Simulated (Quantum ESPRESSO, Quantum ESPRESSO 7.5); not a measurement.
# MgS, rock salt type, strained in the (001) plane, stepped through biaxial strain in the plane

Aim: how the results for MgS, rock salt type, strained in the (001) plane change with biaxial strain in the plane.

Calculated with Quantum ESPRESSO 7.5; plane-wave DFT, PBE, GBRV ultrasoft pseudopotentials.

The structure was built from a prototype and need not be the compound's stable phase.

### 1. The starting structure

Symmetry: Fm-3m, No. 225, cubic system. The conventional cell has a = 5.230 Å, b = 5.230 Å, c = 5.230 Å, α = 90.00°, β = 90.00°, γ = 90.00°. Mg has 6 S at 2.62 Å nearest. Nearest to S lie 6 Mg at 2.62 Å. Farther neighbours and most contacts between anions are not listed.

Set-up: The cubic cell is relaxed first; each member is held at its strain in the plane while the axis along [001] relaxes. pwcond (ikind = 0) gives the complex bands along [001] at three points across. Fixed occupations.

Members -2, -1, 0, 1 and 2 took the same steps and show in the table alone.

### 2. Relaxing cell and ions of the reference

The bulk crystal is relaxed in cell and atoms; the members are built on its lattice constants.

Contents of ref.vc.in:

```
&control
  prefix = 'ref.vc'
  outdir = './out'
  pseudo_dir = './pseudo'
  nstep = 40
  forc_conv_thr = 0.001
  calculation = 'vc-relax'
/
&system
  ibrav = 0
  nat = 4
  ntyp = 2
  ecutwfc = 50
  ecutrho = 250
  occupations = 'fixed'
/
&electrons
  conv_thr = 1e-10
  mixing_beta = 0.6
  electron_maxstep = 120
/
&ions
/
&cell
  press_conv_thr = 0.2
/
ATOMIC_SPECIES
  Mg  24.3050  mg_pbe_v1.4.uspp.F.UPF
  S   32.0600  s_pbe_v1.4.uspp.F.UPF
CELL_PARAMETERS angstrom
  3.69816846560564 0.00000000000000 0.00000000000000
  0.00000000000000 3.69816846560564 0.00000000000000
  0.00000000000000 0.00000000000000 5.23000000000000
ATOMIC_POSITIONS crystal
  Mg  0.000000000000 0.000000000000 0.000000000000
  S   0.500000000000 0.500000000000 0.000000000000
  Mg  0.500000000000 0.500000000000 0.500000000000
  S   0.000000000000 0.000000000000 0.500000000000
K_POINTS automatic
  6 6 6 0 0 0
```

On the command line:

```
> OMP_NUM_THREADS=1 mpirun -n 4 pw.x -nk 4 -in ref.vc.in > ref.vc.out
```

Log:

```text
Program PWSCF v.7.5 starts
[citation notice left out]

     Parallel version (MPI & OpenMP), running on       4 processor cores
     Number of MPI processes:                 4
     Threads/MPI process:                     1

     MPI processes distributed on     1 nodes
[...]
Current dimensions of program PWSCF are:
     Max number of different atomic species (ntypx) = 10
     Max number of k-points (npk) =  40000
     Max angular momentum in pseudopotentials (lmaxx) =  4
     Found identity + ( -0.5000 -0.5000 -0.5000) symmetry
     This is a supercell, fractional translations are disabled
     Message from routine setup:
     using ibrav=0 with symmetry is DISCOURAGED, use correct ibrav instead

     K-points division:     npool     =       4
     Subspace diagonalization in iterative solution of the eigenvalue problem:
     a serial algorithm will be used

     G-vector sticks info
     --------------------
     sticks:   dense  smooth     PW     G-vecs:    dense   smooth      PW
     Sum         973     777    241                32221    23149    3841

     Using Slab Decomposition

     bravais-lattice index     =            0
     lattice parameter (alat)  =       6.9885  a.u.
     unit-cell volume          =     482.6937 (a.u.)^3
     number of atoms/cell      =            4
     number of atomic types    =            2
     number of electrons       =        32.00
     number of Kohn-Sham states=           16
     kinetic-energy cutoff     =      50.0000  Ry
     charge density cutoff     =     250.0000  Ry
     scf convergence threshold =      1.0E-10
     mixing beta               =       0.6000
     number of iterations used =            8  plain     mixing
     energy convergence thresh.=      1.0E-04
     force convergence thresh. =      1.0E-03
     press convergence thresh. =      2.0E-01
     Exchange-correlation=  SLA  PW   PBX  PBC
                           (   1   4   3   4   0   0   0)
     nstep                     =           40

     celldm(1)=   6.988526  celldm(2)=   0.000000  celldm(3)=   0.000000
     celldm(4)=   0.000000  celldm(5)=   0.000000  celldm(6)=   0.000000

     crystal axes: (cart. coord. in units of alat)
               a(1) = (   1.000000   0.000000   0.000000 )
               a(2) = (   0.000000   1.000000   0.000000 )
               a(3) = (   0.000000   0.000000   1.414214 )

     reciprocal axes: (cart. coord. in units 2 pi/alat)
               b(1) = (  1.000000  0.000000  0.000000 )
               b(2) = (  0.000000  1.000000  0.000000 )
               b(3) = (  0.000000  0.000000  0.707107 )

     PseudoPot. # 1 for Mg read from file:
     ./pseudo/mg_pbe_v1.4.uspp.F.UPF
     Pseudo is Ultrasoft, Zval = 10.0
     Generated by new atomic code, or converted to UPF format
     Using radial grid of  821 points,  7 beta functions with:
                l(1) =   0
                l(2) =   0
                l(3) =   0
                l(4) =   1
                l(5) =   1
                l(6) =   2
                l(7) =   2
     Q(r) pseudized with  8 coefficients,  rinner =    1.200   1.200   1.200
                                                       1.200   1.200

     PseudoPot. # 2 for S  read from file:
     ./pseudo/s_pbe_v1.4.uspp.F.UPF
     Pseudo is Ultrasoft + core correction, Zval =  6.0
     Generated by new atomic code, or converted to UPF format
     Using radial grid of  907 points,  6 beta functions with:
                l(1) =   0
                l(2) =   0
                l(3) =   1
                l(4) =   1
                l(5) =   2
                l(6) =   2
     Q(r) pseudized with  8 coefficients,  rinner =    1.300   1.300   1.300
                                                       1.300   1.300

     atomic species   valence    mass     pseudopotential
     Mg               10.00    24.30500     Mg( 1.00)
     S                 6.00    32.06000     S ( 1.00)

     16 Sym. Ops., with inversion, found

   Cartesian axes

     site n.     atom                  positions (alat units)
         1        Mg     tau(   1) = (   0.0000000   0.0000000   0.0000000  )
         2        S      tau(   2) = (   0.5000000   0.5000000   0.0000000  )
         3        Mg     tau(   3) = (   0.5000000   0.5000000   0.7071068  )
         4        S      tau(   4) = (   0.0000000   0.0000000   0.7071068  )

     number of k points=    40
                       cart. coord. in units 2pi/alat
        k(    1) = (   0.0000000   0.0000000   0.0000000), wk =   0.0092593
        k(    2) = (   0.0000000   0.0000000   0.1178511), wk =   0.0185185
        k(    3) = (   0.0000000   0.0000000   0.2357023), wk =   0.0185185
        k(    4) = (   0.0000000   0.0000000  -0.3535534), wk =   0.0092593
        k(    5) = (   0.0000000   0.1666667   0.0000000), wk =   0.0370370
        k(    6) = (   0.0000000   0.1666667   0.1178511), wk =   0.0740741
        k(    7) = (   0.0000000   0.1666667   0.2357023), wk =   0.0740741
        k(    8) = (   0.0000000   0.1666667  -0.3535534), wk =   0.0370370
        k(    9) = (   0.0000000   0.3333333   0.0000000), wk =   0.0370370
        k(   10) = (   0.0000000   0.3333333   0.1178511), wk =   0.0740741
[...]
k(   40) = (  -0.5000000  -0.5000000  -0.3535534), wk =   0.0092593

     Dense  grid:    32221 G-vectors     FFT dimensions: (  36,  36,  50)

     Smooth grid:    23149 G-vectors     FFT dimensions: (  32,  32,  45)

     Estimated max dynamical RAM per process >      63.75 MB

     Estimated total dynamical RAM >     231.41 MB

     Initial potential from superposition of free atoms

     starting charge      31.3995, renormalised to      32.0000
     Starting wfcs are   18 randomized atomic wfcs

     total cpu time spent up to now is        2.8 secs

     per-process dynamical memory:    53.8 Mb

     Self-consistent Calculation

     iteration #  1     ecut=    50.00 Ry     beta= 0.60
     Davidson diagonalization with overlap
     ethr =  1.00E-02,  avg # of iterations =  2.0

     total cpu time spent up to now is        3.8 secs

     total energy              =    -299.16088150 Ry
     estimated scf accuracy    <       0.37007460 Ry

     iteration #  2     ecut=    50.00 Ry     beta= 0.60
[...]
total energy              =    -299.26529844 Ry
     estimated scf accuracy    <       0.02840705 Ry

     iteration #  3     ecut=    50.00 Ry     beta= 0.60
[...]
total energy              =    -299.26729572 Ry
     estimated scf accuracy    <       0.00253044 Ry

[...]
enthalpy           new  =    -299.2677837072 Ry

     CASE: enthalpy          _new < enthalpy          _old

     new trust radius        =       0.0013862450 bohr
     new conv_thr            =            1.0E-12 Ry

     new unit-cell volume =    482.11872 a.u.^3 (    71.44262 Ang^3 )
     density =      2.62018 g/cm^3

CELL_PARAMETERS (angstrom)
   3.696937130   0.000000000   0.000000000
   0.000000000   3.696937130   0.000000000
   0.000000000   0.000000000   5.227249946

ATOMIC_POSITIONS (crystal)
Mg               0.0000000000        0.0000000000        0.0000000000
S                0.5000000000        0.5000000000        0.0000000000
Mg               0.5000000000        0.5000000000        0.5000000000
S                0.0000000000        0.0000000000        0.5000000000

[...]
NEW-OLD atomic charge density approx. for the potential
     New effective cutoffs (rho, wfc):  250.00   50.04

     total cpu time spent up to now is       27.7 secs

     per-process dynamical memory:    75.7 Mb

     Self-consistent Calculation

     iteration #  1     ecut=    50.00 Ry     beta= 0.60
     Davidson diagonalization with overlap
     ethr =  1.00E-06,  avg # of iterations =  2.0

     Threshold (ethr) on eigenvalues was too large:
     Diagonalizing with lowered threshold

     Davidson diagonalization with overlap
     ethr =  9.19E-11,  avg # of iterations =  4.8

     total cpu time spent up to now is       30.0 secs

     total energy              =    -299.26778455 Ry
     estimated scf accuracy    <       0.00000003 Ry

[...]
iteration #  6     ecut=    50.00 Ry     beta= 0.60
[...]
End of self-consistent calculation

[...]
highest occupied level (ev):     6.0747

!    total energy              =    -299.26778456 Ry
     estimated scf accuracy    <          7.2E-13 Ry

     The total energy is the sum of the following terms:
     one-electron contribution =    -198.27617294 Ry
     hartree contribution      =     102.67051252 Ry
     xc contribution           =     -50.95778045 Ry
     ewald contribution        =    -152.70434368 Ry

     convergence has been achieved in   6 iterations

     Forces acting on atoms (cartesian axes, Ry/au):

     atom    1 type  1   force =     0.00000000    0.00000000    0.00000000
     atom    2 type  2   force =     0.00000000    0.00000000    0.00000000
     atom    3 type  1   force =     0.00000000    0.00000000    0.00000000
     atom    4 type  2   force =     0.00000000    0.00000000    0.00000000

     Total force =     0.000000     Total SCF correction =     0.000000

     Computing stress (Cartesian axis) and pressure

          total   stress  (Ry/bohr**3)                   (kbar)     P=       -0.08
  -0.00000009   0.00000000   0.00000000           -0.01        0.00        0.00
   0.00000000  -0.00000009   0.00000000            0.00       -0.01        0.00
   0.00000000   0.00000000  -0.00000148            0.00        0.00       -0.22

     Energy error            =      8.5E-07 Ry
     Gradient error          =      0.0E+00 Ry/Bohr
     Cell gradient error     =      2.2E-01 kbar

     number of scf cycles    =   3
     number of bfgs steps    =   2

     enthalpy           old  =    -299.2677837072 Ry
     enthalpy           new  =    -299.2677845558 Ry

     CASE: enthalpy          _new < enthalpy          _old

     new trust radius        =       0.0003606299 bohr
     new conv_thr            =            1.0E-12 Ry

     new unit-cell volume =    482.05456 a.u.^3 (    71.43312 Ang^3 )
     density =      2.62053 g/cm^3

CELL_PARAMETERS (angstrom)
   3.696842904   0.000000000   0.000000000
   0.000000000   3.696842904   0.000000000
   0.000000000   0.000000000   5.226820679

ATOMIC_POSITIONS (crystal)
Mg               0.0000000000        0.0000000000        0.0000000000
S                0.5000000000        0.5000000000        0.0000000000
Mg               0.5000000000        0.5000000000        0.5000000000
S                0.0000000000        0.0000000000        0.5000000000

[...]
NEW-OLD atomic charge density approx. for the potential
     New effective cutoffs (rho, wfc):  250.03   50.05

     total cpu time spent up to now is       36.7 secs

     per-process dynamical memory:    75.7 Mb

[...]
!    total energy              =    -299.26778459 Ry
[...]
Total force =     0.000000     Total SCF correction =     0.000000
[...]
Self-consistent Calculation

     iteration #  1     ecut=    50.00 Ry     beta= 0.60
     Davidson diagonalization with overlap
     ethr =  1.00E-06,  avg # of iterations =  7.8

     total cpu time spent up to now is       46.4 secs

     total energy              =    -299.19011571 Ry
     estimated scf accuracy    <       0.33696491 Ry

[...]
iteration # 14     ecut=    50.00 Ry     beta= 0.60
[...]
End of self-consistent calculation

          k = 0.0000 0.0000 0.0000 (  2887 PWs)   bands (ev):

   -68.6910 -68.6906 -35.4599 -35.4569 -35.4569 -35.4546 -35.4546 -35.4545
    -6.5091  -4.8816   1.9665   4.4288   4.4288   6.0751   6.0763   6.0763

          k = 0.0000 0.0000 0.1179 (  2878 PWs)   bands (ev):

   -68.6909 -68.6906 -35.4596 -35.4567 -35.4567 -35.4549 -35.4548 -35.4548
    -6.4203  -5.0196   2.1690   4.5134   4.5134   5.5571   5.9265   5.9265

          k = 0.0000 0.0000 0.2358 (  2870 PWs)   bands (ev):

   -68.6908 -68.6907 -35.4586 -35.4563 -35.4563 -35.4559 -35.4552 -35.4552
    -6.1666  -5.3677   2.7303   4.5558   4.7577   4.7577   5.5588   5.5588

          k = 0.0000 0.0000-0.3538 (  2854 PWs)   bands (ev):

   -68.6907 -68.6907 -35.4573 -35.4573 -35.4557 -35.4557 -35.4557 -35.4557
    -5.7898  -5.7898   3.5583   3.5583   5.1291   5.1291   5.1291   5.1291

          k = 0.0000 0.1667 0.0000 (  2870 PWs)   bands (ev):

   -68.6909 -68.6906 -35.4595 -35.4575 -35.4566 -35.4555 -35.4548 -35.4547
    -6.3340  -4.8682   2.1875   3.5593   4.5737   4.9848   5.7609   6.0382

          k = 0.0000 0.1667 0.1179 (  2875 PWs)   bands (ev):

   -68.6909 -68.6906 -35.4594 -35.4572 -35.4565 -35.4561 -35.4548 -35.4547
    -6.2504  -4.9851   2.2386   3.8051   4.4666   4.6522   5.9120   5.9124

[...]
highest occupied level (ev):     6.0763

!    total energy              =    -299.26778214 Ry
     estimated scf accuracy    <          6.1E-13 Ry

     The total energy is the sum of the following terms:
     one-electron contribution =    -198.26588850 Ry
     hartree contribution      =     102.66724455 Ry
     xc contribution           =     -50.95802055 Ry
     ewald contribution        =    -152.71111764 Ry

     convergence has been achieved in  14 iterations

     Forces acting on atoms (cartesian axes, Ry/au):

     atom    1 type  1   force =     0.00000000    0.00000000    0.00000000
     atom    2 type  2   force =     0.00000000    0.00000000    0.00000000
     atom    3 type  1   force =     0.00000000    0.00000000    0.00000000
     atom    4 type  2   force =     0.00000000    0.00000000    0.00000000

     Total force =     0.000000     Total SCF correction =     0.000000

     Computing stress (Cartesian axis) and pressure

          total   stress  (Ry/bohr**3)                   (kbar)     P=        0.01
   0.00000042   0.00000000   0.00000000            0.06        0.00        0.00
   0.00000000   0.00000042   0.00000000            0.00        0.06        0.00
   0.00000000   0.00000000  -0.00000060            0.00        0.00       -0.09

[...]
=------------------------------------------------------------------------------=
   JOB DONE.
=------------------------------------------------------------------------------=
```

Run time: 64 s. Hardware: 4 MPI ranks of Intel Xeon Platinum 8259CL at 2.50GHz (Skylake/Cascade Lake), shared host; peak memory 0.43 GiB; 4.2 min of CPU time.

Little changed from the start: no atom moved by 0.005 Å and no cell edge by 0.1 %.

 The last row is no step: it is a fresh SCF in the final cell with a new plane-wave basis, +0 meV from the row before.

Read from the output:

- free energy: -4071.7456 eV
- valence top, on the run's zero: 6.076 eV

[end of part 1 of 6]

[Logs are printed without paths, hosts, clocks, repeated set-up lines and the standing remarks that a program may print on its own settings, such as how far it seeks lower states.]

[Hosts, paths, dates, database ids (printed as entryN), source tags and the programs' standing remarks are cut or masked in the printed files.]

[Maps of the electrostatic potential energy from Ansatz leave out the sawtooth potential of an applied field or a dipole correction, so their vacuum need not be flat; planar profiles and work functions include it.]
